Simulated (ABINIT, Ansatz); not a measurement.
# How the form of the self-energy moves the gap of WSe2 (P6_3/mmc)

Wanted: the gap of WSe2 (P6_3/mmc) under several approximations, with cost.

Calculated with ABINIT 10.8.3; PBE and many-body steps on it, plane waves.

The database entry behind the starting cell differs from later determinations by our own check (a about 0.2 % long), so it need not match the best structure at ambient conditions.

## (1) Starting point

Symmetry: P6_3/mmc, No. 194, hexagonal system. Conventional cell: a = 3.290 Å, b = 3.290 Å, c = 12.970 Å, α = 90.00°, β = 90.00°, γ = 120.00°. Nearest to W lie 6 Se at 2.53 Å. Nearest to Se lie 3 W at 2.53 Å. Farther neighbours and most contacts between anions are not listed.

The cell and positions come from the Crystallography Open Database and are kept as given unless a step says otherwise. Spin-orbit coupling is left out unless a step names it.

## (2) Empty states on the mesh, 6×6×1 mesh, 466 bands

This step: ABINIT 10.8.3; DFT, PBE, plane waves, norm-conserving pseudopotentials.

The sums over transitions need many empty states on a uniform mesh; this step solves for them.

File run.abi:

```
acell 3*1.0 Angstrom
rprim 
  3.290000000028 -0.000000000007 0.000000000000
  -1.645000000008 2.849223578479 0.000000000000
  0.000000000000 0.000000000000 12.970000000000
ntypat 2
znucl 74 34
natom 6
typat 1 1 2 2 2 2
xred 
  0.333333333333 0.666666666667 0.250000000000
  0.666666666667 0.333333333333 0.750000000000
  0.333333333333 0.666666666667 0.621000000000
  0.666666666667 0.333333333333 0.121000000000
  0.333333333333 0.666666666667 0.879000000000
  0.666666666667 0.333333333333 0.379000000000
pp_dirpath "pseudos"
pseudos "W.upf, Se.upf"
ecut 58
ngkpt 6 6 1
nshiftk 1
shiftk 0 0 0
kptopt 1
chksymbreak 0
iscf -2
irdden 1
istwfk *1
nband 466
nbdbuf 42
tolwfr 1e-09
nstep 60
prtvol 0
indata_prefix "in"
outdata_prefix "out"
tmpdata_prefix "tmp"
```

Launch:

```console
> OMP_NUM_THREADS=2 mpirun -n 7 abinit run.abi > log
```

Numbers of over 12 decimals in the logs are rounded to 6 here.

Output:

```text
.Version 10.8.3 of ABINIT. v10.8.2 released Aug 2026.

 Symmetries : space group P6_3/m m c (#194); Bravais hP (primitive hexag.)
[... echo of the input left out ...]
== DATASET  1 ==================================================================
-   mpi_nproc: 7, omp_nthreads: 2 (-1 if OMP is not activated)

--- !DatasetInfo
iteration_state: {dtset: 1, }
dimensions: {natom: 6, nkpt: 7, mband: 466, nsppol: 1, nspinor: 1, nspden: 1, mpw: 17365, }
cutoff_energies: {ecut:  58.0, pawecutdg:  -1.0, }
[...]
4.60749    4.61714    4.61714    4.62220    4.65183    4.66550    4.68308    4.68415
   4.68886    4.69581    4.69668    4.69898    4.70059    4.70211    4.70362    4.70931
   4.71480    4.72339
 prteigrs : prtvol=0 or 1, do not print more k-points.

== END DATASET(S) ==============================================================
================================================================================

 -outvars: echo values of variables after computation  --------
            nband         466
             nkpt           7
          spgroup         194
 [... the other variables as echoed above ...]

 Calculation completed.
```

Elapsed: 7.2 min, on 7 MPI ranks of Arm Neoverse V2, shared host; peak memory 1.8 GiB; 80 min of CPU time.

Numbers from this step:

| Property | Result |
| --- | --- |
| gap | 0.9782 eV |
| k of the valence top | 0, 0, 0 |
| k of the conduction bottom | 0.1667, 0.1667, 0 |
| least direct gap | 1.524 eV |
| k points computed | 7 |
| lowest point of the top converged band, above the valence top | 106.7282 eV |

On this mesh the gap is 0.978 eV.

The density comes from a self-consistent run that is not shown.

## (3) Screening, 6×6×1 mesh, 210 bands, screening to 141.5 eV

The RPA dielectric matrix is built and inverted for each q.

This step: RPA screening on PBE, plane waves, norm-conserving pseudopotentials.

run.abi: that of step 2 with these lines changed.

```diff
@@ -24,10 +24,11 @@
 chksymbreak 0
-iscf -2
-irdden 1
 istwfk *1
-nband 466
-nbdbuf 42
-tolwfr 1e-09
-nstep 60
-prtvol 0
+occopt 1
+irdwfk 1
+optdriver 3
+nband 210
+ecuteps 5.2
+inclvkb 2
+awtr 1
+symchi 1
 indata_prefix "in"
```

Launch:

```console
> OMP_NUM_THREADS=1 mpirun -n 16 abinit run.abi > log
```

Output:

```text
.Version 10.8.3 of ABINIT. v10.8.2 released Aug 2026.

 Symmetries : space group P6_3/m m c (#194); Bravais hP (primitive hexag.)
[... echo of the input left out ...]
== DATASET  1 ==================================================================
-   mpi_nproc: 16, omp_nthreads: 1 (-1 if OMP is not activated)

--- !DatasetInfo
iteration_state: {dtset: 1, }
dimensions: {natom: 6, nkpt: 7, mband: 210, nsppol: 1, nspinor: 1, nspden: 1, mpw: 17365, }
cutoff_energies: {ecut:  58.0, pawecutdg:  -1.0, }
electrons: {nelect:   1.24000000E+02, charge:   0.00000000E+00, occopt:   1.00000000E+00, tsmear:   1.00000000E-02, }

 SCREENING: Calculation of the susceptibility and dielectric matrices

 Based on a program developped by R.W. Godby, V. Olevano, G. Onida, and L. Reining.
 Incorporated in ABINIT by V. Olevano, G.-M. Rignanese, and M. Torrent.
.Using double precision arithmetic ; gwpc =  8

[... cell and pseudopotentials left out ...]
--------------------------------------------------------------------------------

 ==== K-mesh for the wavefunctions ====
 Number of points in the irreducible wedge :     7
[... list of points left out ...]
 Together with 24 symmetry operations and time-reversal symmetry
 yields    36 points in the full Brillouin Zone.

 ==== Q-mesh for the screening function ====
 Number of points in the irreducible wedge :     7
[... list of points left out ...]
 Together with 24 symmetry operations and time-reversal symmetry
 yields    36 points in the full Brillouin Zone.

 setmesh: FFT mesh size selected  =    24x   24x  120
          total number of points  =        69120

 vcoul_init : cutoff-mode = AUXILIARY_FUNCTION
 q-points for optical limit:   1
     1)      0.000010    0.000020    0.000030

- screening: taking advantage of time-reversal symmetry
- Maximum band index for partially occupied states nbvw = 62
- Remaining bands to be divided among processors   nbcw = 148
- Number of bands treated by each node ~9

 Number of electrons calculated from density =  124.0000; Expected =  124.0000
 average of density, n =  0.151134
 r_s =    1.1646
 omega_plasma =   37.5005 [eV]

 calculating chi0 at frequencies [eV] :
  1    0.000000E+00    0.000000E+00
  2    0.000000E+00    3.750049E+01

--------------------------------------------------------------------------------
  q-point number  1        q = ( 0.000000, 0.000000, 0.000000) [r.l.u.]
--------------------------------------------------------------------------------
[... chi0 elements left out ...]
 For q-point:  0.000010 0.000020 0.000030
  dielectric constant =  14.9570
  dielectric constant without local fields =  16.5945

  Average fulfillment of the sum rule on Im[epsilon] for q-point    1 :     43.76  [%]
[... wings left out ...]
  q-point number  2        q = ( 0.166667, 0.000000, 0.000000) [r.l.u.]
--------------------------------------------------------------------------------
[... chi0 elements left out ...]
  Average fulfillment of the sum rule on Im[epsilon] for q-point    2 :     45.02  [%]

 [... 5 further q-points ...]
```

Run time: 3.3 min. Hardware: 16 MPI ranks; peak memory 15 GiB; 52 min of CPU time.

This step gave:

- ε∞ with local fields, on this mesh, along the program's q direction: 14.96
- the same without local fields: 16.59
- plasma frequency: 37.50 eV
- plane waves in the screening matrix: 463

Local fields lower ε∞ by 10 %. On a Γ-centred mesh this coarse the value itself is usually too large, while a short band sum pulls it down.

## (4) G0W0, Godby-Needs plasmon pole

The self-energy is evaluated for the states that the input lists, and the levels follow from it, in one-shot runs by the linearised quasiparticle equation.

This step: G0W0 on PBE, plane waves, norm-conserving pseudopotentials.

run.abi: that of step 3 with these lines changed.

```diff
@@ -27,8 +27,19 @@
 irdwfk 1
-optdriver 3
+optdriver 4
 nband 210
+gwcalctyp 0
+ecutsigx 58
+symsigma 1
+nkptgw 3
+kptgw 
+  0.0000000000 0.0000000000 0.0000000000
+  0.1666666667 0.1666666667 0.0000000000
+  0.3333333333 0.3333333333 0.0000000000
+bdgw 
+  61 64
+  61 64
+  61 64
 ecuteps 5.2
-inclvkb 2
-awtr 1
-symchi 1
+irdscr 1
+ppmodel 1
 indata_prefix "in"
```

Output:

```text
.Version 10.8.3 of ABINIT. v10.8.2 released Aug 2026.

 Symmetries : space group P6_3/m m c (#194); Bravais hP (primitive hexag.)
[... echo of the input left out ...]
== DATASET  1 ==================================================================
-   mpi_nproc: 16, omp_nthreads: 1 (-1 if OMP is not activated)

--- !DatasetInfo
iteration_state: {dtset: 1, }
dimensions: {natom: 6, nkpt: 7, mband: 210, nsppol: 1, nspinor: 1, nspden: 1, mpw: 17365, }
cutoff_energies: {ecut:  58.0, pawecutdg:  -1.0, }
electrons: {nelect:   1.24000000E+02, charge:   0.00000000E+00, occopt:   1.00000000E+00, tsmear:   1.00000000E-02, }

 SIGMA: Calculation of the GW corrections

 Based on a program developped by R.W. Godby, V. Olevano, G. Onida, and L. Reining.
 Incorporated in ABINIT by V. Olevano, G.-M. Rignanese, and M. Torrent.
.Using double precision arithmetic ; gwpc =  8

[... cell and pseudopotentials left out ...]
--------------------------------------------------------------------------------

 ==== K-mesh for the wavefunctions ====
 Number of points in the irreducible wedge :     7
[... list of points left out ...]
 Together with 24 symmetry operations and time-reversal symmetry
 yields    36 points in the full Brillouin Zone.

 ==== Q-mesh for screening function ====
 Number of points in the irreducible wedge :     7
[... list of points left out ...]
 Together with 24 symmetry operations and time-reversal symmetry
 yields    36 points in the full Brillouin Zone.

 vcoul_init : cutoff-mode = AUXILIARY_FUNCTION
 q-points for optical limit:   1
     1)      0.000010    0.000020    0.000030
 setmesh: FFT mesh size selected  =    40x   40x  180
          total number of points  =       288000

 Number of electrons calculated from density =  124.0000; Expected =  124.0000
 average of density, n =  0.151134
 r_s =    1.1646
 omega_plasma =   37.5005 [eV]

 === KS Band Gaps ===
  >>>> For spin  1
   Minimum direct gap =   1.5238 [eV], located at k-point      :   0.3333  0.3333  0.0000
   Fundamental gap    =   0.9782 [eV], Top of valence bands at :   0.0000  0.0000  0.0000
                                       Bottom of conduction at :   0.1667  0.1667  0.0000
 SIGMA fundamental parameters:
 PLASMON POLE MODEL  1
 number of plane-waves for SigmaX                17365
 number of plane-waves for SigmaC and W            463
 number of plane-waves for wavefunctions         17365
 number of bands                                   210
 number of independent spin polarizations            1
 number of spinorial components                      1
 number of k-points in IBZ                           7
 number of q-points in IBZ                           7
 number of symmetry operations                      24
 number of k-points in BZ                           36
 number of q-points in BZ                           36
 number of frequencies for dSigma/dE                 9
 frequency step for dSigma/dE [eV]                0.25
 number of omega for Sigma on real axis              0
 max omega for Sigma on real axis  [eV]           0.00
 zcut for avoiding poles [eV]                     0.10

 EPSILON^-1 parameters (SCR file):
 dimension of the eps^-1 matrix on file            463
 dimension of the eps^-1 matrix used               463
 number of plane-waves for wavefunctions         17365
 number of bands                                   210
 number of q-points in IBZ                           7
 number of frequencies                               2
 number of real frequencies                          1
 number of imag frequencies                          1

 matrix elements of self-energy operator (all in [eV])

 Perturbative Calculation

--- !SelfEnergy_ee
iteration_state: {dtset: 1, }
kpoint     : [   0.000,    0.000,    0.000, ]
spin       : 1
KS_gap     :    2.641
QP_gap     :    3.063
Delta_QP_KS:    0.422
data: !SigmaeeData |
     Band     E0 <VxcDFT>   SigX SigC(E0)      Z dSigC/dE  Sig(E)    E-E0       E
       61   8.758 -14.840 -17.168   2.031   0.805  -0.243 -15.079  -0.239   8.519
       62   9.827 -16.072 -16.480   0.735   0.797  -0.255 -15.811   0.261  10.088
       63  12.468 -15.988 -11.529  -3.608   0.802  -0.246 -15.305   0.683  13.151
       64  12.468 -15.988 -11.529  -3.608   0.802  -0.246 -15.305   0.683  13.151

--- !SelfEnergy_ee
iteration_state: {dtset: 1, }
kpoint     : [   0.167,    0.167,    0.000, ]
spin       : 1
KS_gap     :    2.075
QP_gap     :    2.403
Delta_QP_KS:    0.328
data: !SigmaeeData |
     Band     E0 <VxcDFT>   SigX SigC(E0)      Z dSigC/dE  Sig(E)    E-E0       E
       61   8.691 -15.483 -16.597   1.341   0.794  -0.260 -15.303   0.180   8.871
       62   8.730 -15.625 -16.786   1.370   0.795  -0.258 -15.458   0.166   8.897
[...]
--- !SelfEnergy_ee
iteration_state: {dtset: 1, }
kpoint     : [   0.333,    0.333,    0.000, ]
spin       : 1
KS_gap     :    1.524
QP_gap     :    2.033
Delta_QP_KS:    0.509
data: !SigmaeeData |
     Band     E0 <VxcDFT>   SigX SigC(E0)      Z dSigC/dE  Sig(E)    E-E0       E
[...]
62   9.634 -15.560 -15.904   0.641   0.797  -0.255 -15.323   0.237   9.870
       63  11.158 -16.264 -11.891  -3.434   0.795  -0.258 -15.518   0.746  11.904
       64  11.158 -16.264 -11.891  -3.434   0.795  -0.258 -15.518   0.746  11.904

== END DATASET(S) ==============================================================
================================================================================

 -outvars: echo values of variables after computation  --------
           etotal      0.0000000000E+00
            nband         210
             nkpt           7
          spgroup         194
 [... the other variables as echoed above ...]

 Calculation completed.
```

Run time: 29 s. Hardware: 16 MPI ranks; peak memory 8.2 GiB; 7.6 min of CPU time.

Numbers from this step:

- G0W0 gap on the points computed: 1.211 eV
- starting gap on the mesh: 0.9782 eV
- k of the valence top: 0, 0, 0
- k of the conduction bottom: 0.1667, 0.1667, 0
- Z at the valence top: 0.797
- Z at the conduction bottom: 0.805
- least direct G0W0 gap on the computed points: 2.034 eV

The gap on the mesh goes from 0.98 eV to 1.21 eV, a correction of +0.23 eV.

## (5) G0W0, von der Linden-Horsch plasmon pole

run.abi: that of step 4 with these lines changed.

```diff
@@ -43,3 +43,3 @@
 irdscr 1
-ppmodel 1
+ppmodel 3
 indata_prefix "in"
```

Output:

```text
.Version 10.8.3 of ABINIT. v10.8.2 released Aug 2026.

 Symmetries : space group P6_3/m m c (#194); Bravais hP (primitive hexag.)
[... echo of the input left out ...]
== DATASET  1 ==================================================================
-   mpi_nproc: 16, omp_nthreads: 1 (-1 if OMP is not activated)

--- !DatasetInfo
iteration_state: {dtset: 1, }
dimensions: {natom: 6, nkpt: 7, mband: 210, nsppol: 1, nspinor: 1, nspden: 1, mpw: 17365, }
cutoff_energies: {ecut:  58.0, pawecutdg:  -1.0, }
electrons: {nelect:   1.24000000E+02, charge:   0.00000000E+00, occopt:   1.00000000E+00, tsmear:   1.00000000E-02, }

 SIGMA: Calculation of the GW corrections

 Based on a program developped by R.W. Godby, V. Olevano, G. Onida, and L. Reining.
 Incorporated in ABINIT by V. Olevano, G.-M. Rignanese, and M. Torrent.
.Using double precision arithmetic ; gwpc =  8

[... cell and pseudopotentials left out ...]
--------------------------------------------------------------------------------

 ==== K-mesh for the wavefunctions ====
 Number of points in the irreducible wedge :     7
[... list of points left out ...]
 Together with 24 symmetry operations and time-reversal symmetry
 yields    36 points in the full Brillouin Zone.

 ==== Q-mesh for screening function ====
 Number of points in the irreducible wedge :     7
[... list of points left out ...]
 Together with 24 symmetry operations and time-reversal symmetry
 yields    36 points in the full Brillouin Zone.

 vcoul_init : cutoff-mode = AUXILIARY_FUNCTION
 q-points for optical limit:   1
     1)      0.000010    0.000020    0.000030
 setmesh: FFT mesh size selected  =    40x   40x  180
          total number of points  =       288000

 Number of electrons calculated from density =  124.0000; Expected =  124.0000
[...]
number of plane-waves for wavefunctions         17365
 number of bands                                   210
 number of q-points in IBZ                           7
 number of frequencies                               2
 number of real frequencies                          1
 number of imag frequencies                          1

 matrix elements of self-energy operator (all in [eV])

 Perturbative Calculation

--- !SelfEnergy_ee
iteration_state: {dtset: 1, }
kpoint     : [   0.000,    0.000,    0.000, ]
spin       : 1
KS_gap     :    2.641
QP_gap     :    3.143
Delta_QP_KS:    0.502
data: !SigmaeeData |
     Band     E0 <VxcDFT>   SigX SigC(E0)      Z dSigC/dE  Sig(E)    E-E0       E
       61   8.758 -14.840 -17.168   1.553   0.874  -0.144 -15.517  -0.677   8.080
       62   9.827 -16.072 -16.480   0.388   0.860  -0.162 -16.089  -0.017   9.810
       63  12.468 -15.988 -11.529  -3.899   0.866  -0.154 -15.503   0.485  12.953
[...]
--- !SelfEnergy_ee
iteration_state: {dtset: 1, }
kpoint     : [   0.167,    0.167,    0.000, ]
spin       : 1
KS_gap     :    2.075
QP_gap     :    2.461
Delta_QP_KS:    0.385
data: !SigmaeeData |
     Band     E0 <VxcDFT>   SigX SigC(E0)      Z dSigC/dE  Sig(E)    E-E0       E
[...]
--- !SelfEnergy_ee
iteration_state: {dtset: 1, }
kpoint     : [   0.333,    0.333,    0.000, ]
spin       : 1
KS_gap     :    1.524
QP_gap     :    2.160
Delta_QP_KS:    0.636
data: !SigmaeeData |
     Band     E0 <VxcDFT>   SigX SigC(E0)      Z dSigC/dE  Sig(E)    E-E0       E
[...]
63  11.158 -16.264 -11.891  -3.694   0.856  -0.168 -15.683   0.581  11.739
       64  11.158 -16.264 -11.891  -3.694   0.856  -0.168 -15.683   0.581  11.739

== END DATASET(S) ==============================================================
================================================================================

 -outvars: echo values of variables after computation  --------
           etotal      0.0000000000E+00
            nband         210
             nkpt           7
          spgroup         194
 [... the other variables as echoed above ...]

 Calculation completed.
```

It took 20 s on 16 MPI ranks; peak memory 7.4 GiB.

Numbers from this step:

```
G0W0 gap on the points computed              : 1.218 eV
starting gap on the mesh                     : 0.9782 eV
k of the valence top                         : 0, 0, 0
k of the conduction bottom                   : 0.1667, 0.1667, 0
Z at the valence top                         : 0.86
Z at the conduction bottom                   : 0.868
least direct G0W0 gap on the computed points : 2.16 eV
```

Against G0W0 in ABINIT (6×6×1 mesh, 210 bands, screening to 141.5 eV, Godby-Needs plasmon pole), the gap moves by +0.007 eV.

(Continued in part 2 of 2.)

[Paths, hosts, dates, memory and timing lines, banners, echoed tables and standing remarks are left out of the program output.]

[Logs are printed without paths, hosts, clocks, repeated set-up lines and the standing remarks that a program may print on its own settings, such as how far it seeks lower states.]

[Runs of the session that timed out or met a known fault of the program may be left out.]

[Hosts, paths, dates, database ids (printed as entryN), source tags and the programs' standing remarks are cut or masked in the printed files.]

[G0W0 gaps are taken among the corrected bands and points alone; a level outside them can change the order at an edge.]

[Where Ansatz stands beside ABINIT at settings called matched, ABINIT's density can come from a denser mesh and the files from another edition; pairs whose starting gaps differed by over 0.03 eV were left out, so agreement reads better than it is.]
